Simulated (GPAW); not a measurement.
# Zn K ELNES/XANES of zinc-blende (ZnS)₁₋ₓ(ZnSe)ₓ at x = 0.25 from DFT, part 3 of 3

What does the Zn K edge look like in zinc-blende (ZnS)₁₋ₓ(ZnSe)ₓ at x = 0.25?

GPAW 26.7.0; X-ray absorption from dipole matrix elements to empty bands, plane-wave PAW LDA.

So far. Step 5 (Spectrum with XCH, Zn atom 1): Main maxima below 27 eV (height): 5.0 eV (2.02), 8.8 eV (1.02) and 12.6 eV (1.07). A K edge sees empty p states on the absorber. Step 5 (Spectrum with XCH, Zn atom 1): The total-energy difference is 9673.29 eV. One term is added: -30.82 eV, since the hole is spin-paired here and a spin-polarised one costs that much less in the free atom (computed apart). The photon energy is then 9642.47 eV. The tabulated edge of the element is 9659 eV.

**7. Spectrum with XCH, S atom 2**

The holes are 7.7 Å apart. The excited electron is kept in the cell, where it fills the lowest empty states and screens the hole. After the field has converged, empty bands are computed with the density fixed and the dipole matrix elements are summed.

The absorber has 4 Zn at 2.35 Å (tetrahedral).

xas.py reads:

```python
import numpy as np
from ase import Atoms
from ase.parallel import parprint, paropen
from gpaw import GPAW, PW, FermiDirac, Mixer, MixerDif, setup_paths
from gpaw.test import gen
setup_paths.insert(0, '.')
gen('S', name='fch1s', xcname='LDA', corehole=(1, 0, 1), write_xml=True)
from gpaw.mpi import world
world.barrier()

atoms = Atoms('ZnSZnSeZnSZnSZnSZnSZnSeZnS',
    cell=[[0, 5.4745, 5.4745],
     [5.4745, 0, 5.4745],
     [5.4745, 5.4745, 0]],
    scaled_positions=[[0.9965554, 0.9965927, 0.0090852],
     [0.1260515, 0.1236248, 0.1242575],
     [0.9968971, 0.9960013, 0.4961301],
     [0.1258595, 0.1235216, 0.6243187],
     [0.0109788, 0.4954569, 0.9951493],
     [0.1249512, 0.6248139, 0.1238001],
     [0.9966041, 0.5078084, 0.4954533],
     [0.1245701, 0.6240311, 0.6237106],
     [0.4980863, 0.0077536, 0.9969037],
     [0.6251008, 0.1258625, 0.1236073],
     [0.5106921, 0.997054, 0.4949029],
     [0.6252745, 0.1243548, 0.6249197],
     [0.4966065, 0.4982379, 0.995738],
     [0.6261292, 0.6234959, 0.1252654],
     [0.4961351, 0.4961722, 0.510148],
     [0.6249101, 0.6251642, 0.6240336]],
    pbc=True)
atoms.calc = calc = GPAW(legacy_gpaw=True, mode=PW(400, force_complex_dtype=True), xc='LDA', setups={1: 'fch1s'},
    kpts={'size': (3, 3, 3), 'gamma': True}, occupations=FermiDirac(0.04),
    charge=-1, mixer=Mixer(0.1, 5, 50), maxiter=150,
    convergence={'density': 0.0001, 'eigenstates': 1e-6}, txt='scf.txt')
energy = atoms.get_potential_energy() + calc.get_reference_energy()
ef = calc.get_fermi_level()
out = dict(energy=energy, fermi=ef, forces=atoms.get_forces().tolist())
parprint(f'all-electron energy {energy:.4f} eV, Fermi level {ef:.4f} eV')
ev = np.array([[calc.get_eigenvalues(k, s) for k in range(len(calc.get_ibz_k_points()))] for s in range(calc.get_number_of_spins())])
out['homo'], out['lumo'], out['counts'] = ev[ev < ef].max(), ev[ev > ef].min(), sorted(set((ev < ef).sum((0, 2)).tolist()))
out['filled'] = (ev[:, 0] < ef).sum(1).tolist()

from ase.units import Ha
from gpaw.xas import dipole_matrix_elements
nb = int(calc.get_number_of_electrons() / 2) + 168
top, nb = nb, nb + 8 + nb // 12
nscf = calc.fixed_density(kpts={'size': (4, 4, 4), 'gamma': True}, nbands=nb,
    convergence={'bands': top, 'eigenstates': 5e-3}, maxiter=60, txt='nscf.txt')
cell = atoms.cell.array
ops = [cell.T @ U.T @ np.linalg.inv(cell.T) for U in nscf.wfs.kd.symmetry.op_scc]
filled = [72]  # bands filled in the ground state, by spin
E = np.arange(-6, 30, 0.1)
fwhm = np.interp(E, [4, 25], [0.9, 3.5])
Y, X, zero, highest = 0, 0, 1e9, 1e9
for spin in range(nscf.get_number_of_spins()):
    wfs = nscf.wfs
    mine = wfs.bd.get_slice()  # this rank's bands
    A = dipole_matrix_elements(wfs.setups[1])
    eps = np.zeros((wfs.kd.nibzkpts, nb))
    d = np.zeros((3, A.shape[1], wfs.kd.nibzkpts, nb), complex)
    for kpt in wfs.kpt_u:
        if kpt.s == spin and 1 in kpt.P_ani:
            eps[kpt.k, mine] = kpt.eps_n * Ha
            d[:, :, kpt.k, mine] = (kpt.weight * wfs.nspins / 2) ** 0.5 * np.inner(A, kpt.P_ani[1])
    world.sum(eps)
    world.sum(d)
    T = np.einsum('amkn,bmkn->abkn', d, d.conj()).real
    T = sum(np.einsum('ai,ijkn,bj->abkn', R, T, R) for R in ops) / len(ops)
    empty = np.ones_like(eps, bool) & (np.arange(nb) >= filled[spin])
    zero, highest = min(zero, eps[empty].min()), min(highest, eps[:, top - 1].min())
    lines = [(eps, T, empty)] if spin == 0 else lines + [(eps, T, empty)]
for eps, T, empty in lines:
    f = np.einsum('aakn->akn', T).reshape(3, -1)
    x = eps.ravel() - zero
    w = np.interp(x, E, fwhm) / 2.35482
    g = np.exp(-0.5 * ((E[:, None] - x) / w) ** 2) / (w * (2 * np.pi) ** 0.5)
    Y = Y + (f * empty.ravel()) @ g.T
    X = X + (f * ~empty.ravel()) @ g.T
out.update(E=E.round(2).tolist(), xas=Y.tolist(), xes=X.tolist(), zero=zero, valid=highest - zero, nk=len(eps), nb=nb)
for i in range(0, len(E), 10):
    parprint(f'{E[i]:7.2f}', *(f'{v:10.3e}' for v in Y[:, i]))
import json
with paropen('out.json', 'w') as f:
    json.dump(out, f)
```

Command:

```
OMP_NUM_THREADS=1 mpirun -n 4 gpaw python xas.py
```

Numbers of over 12 decimals in the logs are rounded to 6 here.

The log of the run:

```text
Input parameters:
  charge: -1
  convergence: {density: 0.0001,
                eigenstates: 1e-06}
  kpts: {gamma: True,
         size: (3, 3, 3)}
  maxiter: 150
  mixer: {backend: pulay,
          beta: 0.1,
          method: separate,
          nmaxold: 5,
          weight: 50}
  mode: {ecut: 400.0,
         force_complex_dtype: True,
         name: pw}
  occupations: {fixmagmom: False,
[...]
*p    :     0.277888
*d    :     0.000000
--------------------------------

Diagonalizing with gridspacing h=0.050

state   all-electron     PAW
-------------------------------
3s:      -1.141348    -1.142157
3p:      -0.722112    -0.722797
*d:                   -0.153507
*f:                   -0.016109
-------------------------------
all-electron energy -584873.8558 eV, Fermi level 6.2509 eV
[...]
28.00  2.932e-06  2.931e-06  3.069e-06
  29.00  2.640e-06  2.640e-06  2.790e-06
[key lines of the parts left out:]
Converged after 16 iterations.
Dipole moment: (-25.232610, -25.424890, -25.489512) |e|*Ang
Free energy:    -73.830151
Fermi level: 6.25091
```

It took 3.2 min on 4 MPI ranks of Intel Xeon 6975P-C (Granite Rapids), shared host; peak memory 0.76 GiB; 13 min of CPU time.

The S K spectrum, S atom 2, excited-electron core hole (neutral cell) (energy from the bottom of the conduction band, which holds the excited electron; intensity scaled to a mean of 1 over the first 20 eV):

| E (eV) | isotropic | ε ∥ x | ε ∥ z |
| --- | --- | --- | --- |
| -2.0 | 0.00 | 0.00 | 0.00 |
| -1.5 | 0.00 | 0.00 | 0.00 |
| -1.0 | 0.00 | 0.00 | 0.00 |
| -0.5 | 0.00 | 0.00 | 0.00 |
| 0.0 | 0.01 | 0.01 | 0.01 |
| 0.5 | 0.10 | 0.10 | 0.11 |
| 1.0 | 0.35 | 0.34 | 0.38 |
| 1.5 | 0.89 | 0.85 | 0.98 |
| 2.0 | 1.49 | 1.41 | 1.64 |
| 2.5 | 1.82 | 1.75 | 1.97 |
| 3.0 | 1.90 | 1.82 | 2.04 |
| 3.5 | 1.53 | 1.47 | 1.64 |
| 4.0 | 1.74 | 1.68 | 1.83 |
| 4.5 | 1.54 | 1.50 | 1.61 |
| 5.0 | 1.10 | 1.10 | 1.10 |
| 5.5 | 1.33 | 1.30 | 1.39 |
| 6.0 | 1.61 | 1.53 | 1.76 |
| 6.5 | 1.68 | 1.71 | 1.62 |
| 7.0 | 1.55 | 1.67 | 1.30 |
| 7.5 | 1.23 | 1.29 | 1.13 |
| 8.0 | 0.98 | 0.98 | 0.98 |
| 8.5 | 0.93 | 0.94 | 0.90 |
| 9.0 | 0.93 | 0.95 | 0.88 |
| 9.5 | 0.81 | 0.83 | 0.76 |
| 10.0 | 0.62 | 0.64 | 0.58 |
| 10.5 | 0.49 | 0.50 | 0.47 |
| 11.0 | 0.47 | 0.46 | 0.47 |
| 11.5 | 0.53 | 0.52 | 0.55 |
| 12.0 | 0.63 | 0.61 | 0.66 |
| 12.5 | 0.74 | 0.72 | 0.80 |
| 13.0 | 0.86 | 0.82 | 0.94 |
| 13.5 | 0.97 | 0.92 | 1.07 |
| 14.0 | 1.05 | 1.01 | 1.15 |
| 14.5 | 1.09 | 1.05 | 1.16 |
| 15.0 | 1.08 | 1.05 | 1.13 |
| 15.5 | 1.04 | 1.02 | 1.09 |
| 16.0 | 0.99 | 0.97 | 1.03 |
| 16.5 | 0.94 | 0.92 | 0.97 |
| 17.0 | 0.88 | 0.87 | 0.89 |
| 17.5 | 0.81 | 0.81 | 0.82 |
| 18.0 | 0.75 | 0.77 | 0.73 |
| 18.5 | 0.71 | 0.73 | 0.66 |
| 19.0 | 0.68 | 0.72 | 0.61 |
| 19.5 | 0.68 | 0.73 | 0.59 |
| 20.0 | 0.69 | 0.74 | 0.60 |
| 20.5 | 0.72 | 0.76 | 0.63 |
| 21.0 | 0.74 | 0.78 | 0.67 |
| 21.5 | 0.77 | 0.80 | 0.72 |
| 22.0 | 0.78 | 0.80 | 0.75 |
| 22.5 | 0.79 | 0.80 | 0.76 |
| 23.0 | 0.78 | 0.79 | 0.76 |
| 23.5 | 0.77 | 0.78 | 0.75 |
| 24.0 | 0.76 | 0.77 | 0.75 |
| 24.5 | 0.78 | 0.78 | 0.76 |
| 25.0 | 0.82 | 0.82 | 0.81 |
| 25.5 | 0.88 | 0.88 | 0.88 |
| 26.0 | 0.95 | 0.95 | 0.96 |
| 26.5 | 1.03 | 1.02 | 1.05 |
| 27.0 | 1.09 | 1.08 | 1.11 |
| 27.5 | 1.12 | 1.10 | 1.15 |

Main maxima below 24 eV (height): 2.9 eV (1.92), 4.2 eV (1.79), 6.5 eV (1.68) and 14.6 eV (1.09). 

The total-energy difference is 2475.15 eV. One term is added: -16.82 eV, since the hole is spin-paired here and a spin-polarised one costs that much less in the free atom (computed apart). The photon energy is then 2458.33 eV. The functional leaves an error in such absolute values: in the free atom LDA prices this hole 9.1 eV below PBE (computed apart), and PBE is itself good to a few eV.

**8. Results**

| Quantity | Value |
| --- | --- |
| absorber and edge | Zn K, atom 1 of the ground-state input (counted from 1) |
| surroundings | 3 S at 2.35 Å and 1 Se at 2.43 Å (distorted tetrahedral) |
| highest intensity below 24 eV | 5.0 eV above the zero, height 2.02 |
| photon energy of the zero, with the added terms | 9642.5 eV (raw 9673.3 eV; LDA puts this hole about 19 eV below PBE, itself good to a few eV) |

The Zn K edge of atom 1, with 3 S at 2.35 Å and 1 Se at 2.43 Å (distorted tetrahedral), has its highest intensity of the first 24 eV at 5.0 eV above the zero, near 9647 eV in photon energy (LDA puts this hole about 19 eV below PBE, itself good to a few eV), 2.0 times the mean level of the first 20 eV (Gaussian full width 1.67 eV up to 4 eV, rising linearly to 3.5 eV at 25 eV). The script folds with a Gaussian, whereas the core hole's own line is a Lorentzian, so the onset is too steep and the first peak too high.

[Banner, clock and machine lines of the logs are left out without a mark of their own.]

[Logs are printed without paths, hosts, clocks, repeated set-up lines and the standing remarks that a program may print on its own settings, such as how far it seeks lower states.]

[Hosts, paths, dates, database ids (printed as entryN), source tags and the programs' standing remarks are cut or masked in the printed files.]

[Lists of maxima count a maximum above −3 eV only where it reaches 4 % of the highest in the window and stands out from its surroundings by 2 % of it (1.5 % where it reaches 55 %); shoulders and weaker maxima are passed over, and of the rest the first, up to two pre-edge ones and the few strongest are named.]
